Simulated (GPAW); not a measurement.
# Optical response of BaTiO3, part 2 of 2

Wanted: where BaTiO3 starts to absorb, how strongly, and its refractive index.

GPAW 26.7.0; DFT, PBE, plane-wave PAW (GPAW data sets), scalar-relativistic, RPA, optical limit.

So far. Step 2 (Ground state): There is a gap, 1.78 eV on this mesh (points off the mesh can give less), so no carriers' term is needed.

**4. Dielectric function, RPA**

Local fields let the induced charge screen the field inside the cell, which as a rule lowers ε, most along directions where the density is uneven.

This step: DFT, PBE, plane-wave PAW (GPAW data sets), scalar-relativistic, RPA, optical limit (GPAW 26.7.0).

The input, df.py:

```python
from gpaw.response.df import DielectricFunction

df = DielectricFunction('full.gpw', frequencies={'type': 'nonlinear', 'domega0': 0.03, 'omega2': 8},
                        ecut=60,
                        eta=0.15,
                        nbands=43,
                        txt='df.txt')
for direction in ['x']:
    df.get_dielectric_function(xc='RPA', direction=direction, filename=f'df_{direction}.csv')
```

The run is started by

```
> OMP_NUM_THREADS=1 python df.py
```

The log of the run:

```text
Using integrator: PointIntegrator
NonLinearFrequencyDescriptor(from 0.000 to 80.325 eV, 520 points)
Nonperiodic BCs:  [False False False]
Using integrator: PointIntegrator
NonLinearFrequencyDescriptor(from 0.000 to 80.325 eV, 520 points)
Nonperiodic BCs:  [False False False]

Calculating chi0 body with:
    Ground state adapter containing:
    Number of spins: 1
    Number of kpoints: 512
    Number of irreducible kpoints: 35
    Number of completely occupied states: 20
    Number of partially occupied states: 20

    Linear response parametrization:
    q_c: [0.0, 0.0, 0.0]
    Number of frequency points: 520
    Planewave cutoff: 60.0
    Number of bands: 43
    Number of planewaves: 81
    Broadening (eta): 0.15

Integrating chi0 body.

Symmetries of q_c:
    Direct symmetries (Uq -> q): 48
    Indirect symmetries (TUq -> q): 0
In total 48 allowed symmetries.

35 groups of equivalent kpoints. 93.1640625% reduction.

Integral kind: spectral function

Calculating chi0 optical extensions with:
    Ground state adapter containing:
    Number of spins: 1
    Number of kpoints: 512
    Number of irreducible kpoints: 35
    Number of completely occupied states: 20
    Number of partially occupied states: 20

    Linear response parametrization:
    Number of frequency points: 520
    Planewave cutoff: 60.0
    Number of bands: 43
    Number of planewaves: 81
    Broadening (eta): 0.15
Integrating chi0 head and wings.

Symmetries of q_c:
    Direct symmetries (Uq -> q): 48
    Indirect symmetries (TUq -> q): 0
In total 48 allowed symmetries.

35 groups of equivalent kpoints. 93.1640625% reduction.

Integral kind: spectral function wings
```

The job ended after 11 s (1 thread of Arm Neoverse V2, shared host; peak memory 0.43 GiB).

This step gave:

```
electronic dielectric constant ε∞, mean over x, y and z (by symmetry where fewer were run) : 6.035
main peak of Im epsilon, first axis                                                        : 4.021 eV
centre of weight of the strongest loss peak in the window                                  : 13.08 eV
```

Some rows of df_x.csv (energy; Re and Im without local fields; Re and Im with them):

```text
0.000000, 6.293977, 0.000000, 6.035045, 0.000000
0.555532, 6.371696, 0.043654, 6.108910, 0.041467
1.143969, 6.660524, 0.113069, 6.382928, 0.107102
1.768324, 7.435962, 0.392435, 7.115376, 0.369747
2.431988, 8.445585, 1.661289, 8.062615, 1.536885
3.138794, 8.335846, 4.195960, 8.043498, 3.867624
3.893091, 6.247349, 7.292101, 6.432399, 6.856554
4.699832, 1.950451, 4.110126, 1.904911, 4.293482
5.564682, 3.141067, 2.536737, 2.913901, 2.650554
6.494155, 4.103676, 2.956528, 3.796429, 2.983864
7.495775, 2.485891, 3.827514, 2.020757, 3.855122
8.578281, 2.303088, 4.682619, 1.945422, 4.443463
9.751884, 0.982023, 4.326910, 0.768904, 3.869894
11.028587, -0.064009, 2.726199, -0.097398, 2.564186
12.422601, -0.019400, 1.384876, -0.293413, 1.371870
13.950874, 1.268330, 0.917038, 0.847209, 0.858814
15.633783, 2.085107, 1.563140, 1.138830, 1.117204
17.496047, 2.020307, 3.077977, 1.231494, 1.511317
19.567954, -1.928912, 2.850094, 1.320965, 1.551798
```

Values under the direct gap are tails of Lorentzian lines. The Im ε, E ∥ x by photon energy; read off at these points:

photon energy (eV), Im ε, E ∥ x and a bar:
```
     0.00       0.00 
     0.50       0.04 
     1.00       0.09 
     1.50       0.19 #
     2.00       0.76 ###
     2.50       1.82 ########
     3.00       3.33 ##############
     3.34       5.04 #####################
     3.50       4.47 ###################
     4.00       7.21 ##############################
     4.50       5.64 #######################
     5.00       3.90 ################
     5.50       2.72 ###########
     6.00       2.98 ############
     6.50       3.00 ############
     7.00       4.30 ##################
     7.21       4.59 ###################
     7.50       3.85 ################
     8.00       3.36 ##############
     8.50       4.43 ##################
     9.00       4.53 ###################
     9.50       3.72 ###############
    10.00       3.77 ################
    10.50       3.79 ################
    11.00       2.56 ###########
    11.50       2.35 ##########
    12.00       1.82 ########
    12.50       1.29 #####
    13.00       0.91 ####
    13.50       0.74 ###
    14.00       0.85 ####
    14.50       0.92 ####
    15.00       1.13 #####
    15.50       1.18 #####
    16.00       1.21 #####
    16.50       1.30 #####
    17.00       1.40 ######
    17.50       1.51 ######
    18.00       1.57 #######
    18.27       1.79 #######
    18.50       1.59 #######
    19.00       1.41 ######
    19.50       1.56 ######
```

The Re ε, E ∥ x by photon energy:

```
photon energy (eV)  Re ε, E ∥ x
               0.0         6.04
               0.5         6.09
               1.0         6.29
               1.5         6.71
               2.0         7.39
               2.5         8.17
               3.0         8.14
               3.5         6.62
               4.0         5.38
               4.5         1.94
               5.0         2.17
               5.5         2.74
               6.0         3.13
               6.5         3.82
               7.0         3.15
               7.5         2.03
               8.0         2.28
               8.5         2.06
               9.0         1.27
               9.5        0.889
              10.0        0.247
              10.5       -0.190
              11.0       -0.128
              11.5       -0.315
              12.0       -0.472
              12.5       -0.260
              13.0        0.134
              13.5        0.486
              14.0        0.852
              14.5         1.09
              15.0         1.24
              15.5         1.13
              16.0         1.32
              16.5         1.39
              17.0         1.40
              17.5         1.23
              18.0         1.38
              18.5         1.03
              19.0         1.15
              19.5         1.31
```

Table of reflectivity at normal incidence, E ∥ x by photon energy; read off at these points:

```
photon energy (eV)  reflectivity at normal incidence, E ∥ x (%)
              0.00                                         17.8
              0.50                                         17.9
              1.00                                         18.5
              1.50                                         19.6
              2.00                                         21.5
              2.50                                         23.9
              3.00                                         25.5
              3.30                                         27.0
              3.50                                         24.9
              4.00                                         30.2
              4.50                                         27.3
              5.00                                         20.0
              5.50                                         14.4
              6.00                                         15.9
              6.50                                         16.9
              7.00                                         21.2
              7.50                                         19.9
              8.00                                         17.4
              8.50                                         22.5
              9.00                                         24.5
              9.15                                         25.8
              9.50                                         22.2
             10.00                                         25.5
             10.50                                         28.3
             10.59                                         29.8
             11.00                                         23.5
             11.50                                         24.9
             11.87                                         27.1
             12.00                                         26.4
             12.50                                         22.9
             13.00                                         13.9
             13.50                                         6.47
             14.00                                         4.16
             14.50                                         3.90
             15.00                                         5.14
             15.50                                         5.66
             16.00                                         5.60
             16.50                                         6.14
             17.00                                         6.83
             17.50                                         7.81
             18.00                                         7.97
             18.50                                         8.91
             19.00                                         7.28
             19.50                                         7.98
```

Values under the direct gap are tails of Lorentzian lines. Im ε, E ∥ x against photon energy; read off at these points:

```
photon energy (eV)  without local fields  with local fields
              0.00                     0                  0
              0.50                0.0388             0.0369
              1.00                0.0914             0.0867
              1.50                 0.202              0.190
              2.00                 0.809              0.761
              2.50                  1.97               1.82
              3.00                  3.62               3.33
              3.34                  5.40               5.04
              3.50                  4.77               4.47
              4.00                  7.50               7.21
              4.50                  5.41               5.64
              5.00                  3.70               3.90
              5.50                  2.59               2.72
              6.00                  2.91               2.98
              6.50                  2.98               3.00
              7.00                  4.23               4.30
              7.21                  4.48               4.59
              7.50                  3.82               3.85
              8.00                  3.45               3.36
              8.50                  4.66               4.43
              9.00                  4.84               4.53
              9.09                  4.86               4.53
              9.50                  4.09               3.72
             10.00                  4.12               3.77
             10.50                  4.03               3.79
             11.00                  2.72               2.56
             11.50                  2.35               2.35
             12.00                  1.81               1.82
             12.50                  1.32               1.29
             13.00                 0.956              0.909
             13.50                 0.796              0.738
             14.00                 0.908              0.850
             14.50                  1.00              0.917
             15.00                  1.22               1.13
             15.50                  1.54               1.18
             16.00                  1.93               1.21
             16.50                  2.28               1.30
             17.00                  2.69               1.40
             17.50                  3.08               1.51
             18.00                  4.26               1.57
             18.27                  4.80               1.79
             18.50                  4.53               1.59
             19.00                  4.35               1.41
             19.50                  3.12               1.56
```

Refractive index n and extinction k against photon energy:

```
photon energy (eV)      n       k
                 0   2.46       0
                 1   2.51  0.0173
                 2   2.72   0.140
                 3   2.91   0.572
                 4   2.68    1.34
                 5   1.82    1.07
                 6   1.93   0.773
                 7   2.06    1.04
                 8   1.78   0.942
                 9   1.73    1.31
                10   1.42    1.33
                11   1.10    1.16
                12  0.838    1.08
                13  0.726   0.626
                14   1.01   0.419
                15   1.21   0.468
                16   1.25   0.485
                17   1.30   0.540
                18   1.32   0.596
                19   1.22   0.579
```

Optical constants at common wavelengths, from n + ik = √ε:

```
wavelength (nm)     n      k  R (%)     1/α
           1550  2.49  0.013   18.2  9.6 µm
           1064  2.53  0.022   18.8  3.9 µm
            633  2.72  0.127   21.4  395 nm
            405  2.91  0.618   25.7   52 nm
            365  2.75  0.896   26.0   32 nm
            308  2.64  1.365   30.2   18 nm
            193  2.02  0.728   16.3   21 nm
```

Below the direct gap, k and the depth come from the tails of the Lorentzian lines, not from transitions.

Rows near the edge hang on the gap, which this functional as a rule makes too small, and phonon-assisted absorption is left out.

**5. Summary of results**

```json
{
 "electronic dielectric constant ε∞, mean over x, y and z (by symmetry where fewer were run) (RPA)": "6.04",
 "main peak of Im epsilon, first axis": "4.02 eV",
 "centre of weight of the strongest loss peak in the window, first axis": "13.1 eV"
}
```

At this level (PBE, RPA) BaTiO3 has ε∞ = 6.04 and n = 2.49 at 1550 nm, and Im ε peaks at 4.0 eV. On the mesh the gap is 1.78 eV and the least direct gap 1.92 eV, so on this mesh the band edges lie at different points. Local fields change the static value along x from 6.29 to 6.04 (-4 %). Distinct maxima of Im ε, read by a parabola through the highest points, lie at 3.35 eV (5.1), 4.02 eV (7.2), 7.19 eV (4.6) and 9.04 eV (4.5). Excitons and phonon-assisted transitions are missing; PBE gaps are as a rule too small, which pulls the onset down and ε∞ up. Spin-orbit coupling is left out although heavy atoms are present. The sum runs over mesh points, so small or evenly spaced maxima can still be ripples of the mesh. The curves end at 20 eV, about where the summed bands run out. In this version of GPAW the matrix elements of the optical limit are incomplete, which can lower ε − 1 by up to a tenth where first-row anions or d states rule, and shift it by more in d metals.

[Machine, clock and banner lines and Python warnings are left out of the logs.]

[Logs are printed without paths, hosts, clocks, repeated set-up lines and the standing remarks that a program may print on its own settings, such as how far it seeks lower states.]

[Hosts, paths, dates, database ids (printed as entryN), source tags and the programs' standing remarks are cut or masked in the printed files.]
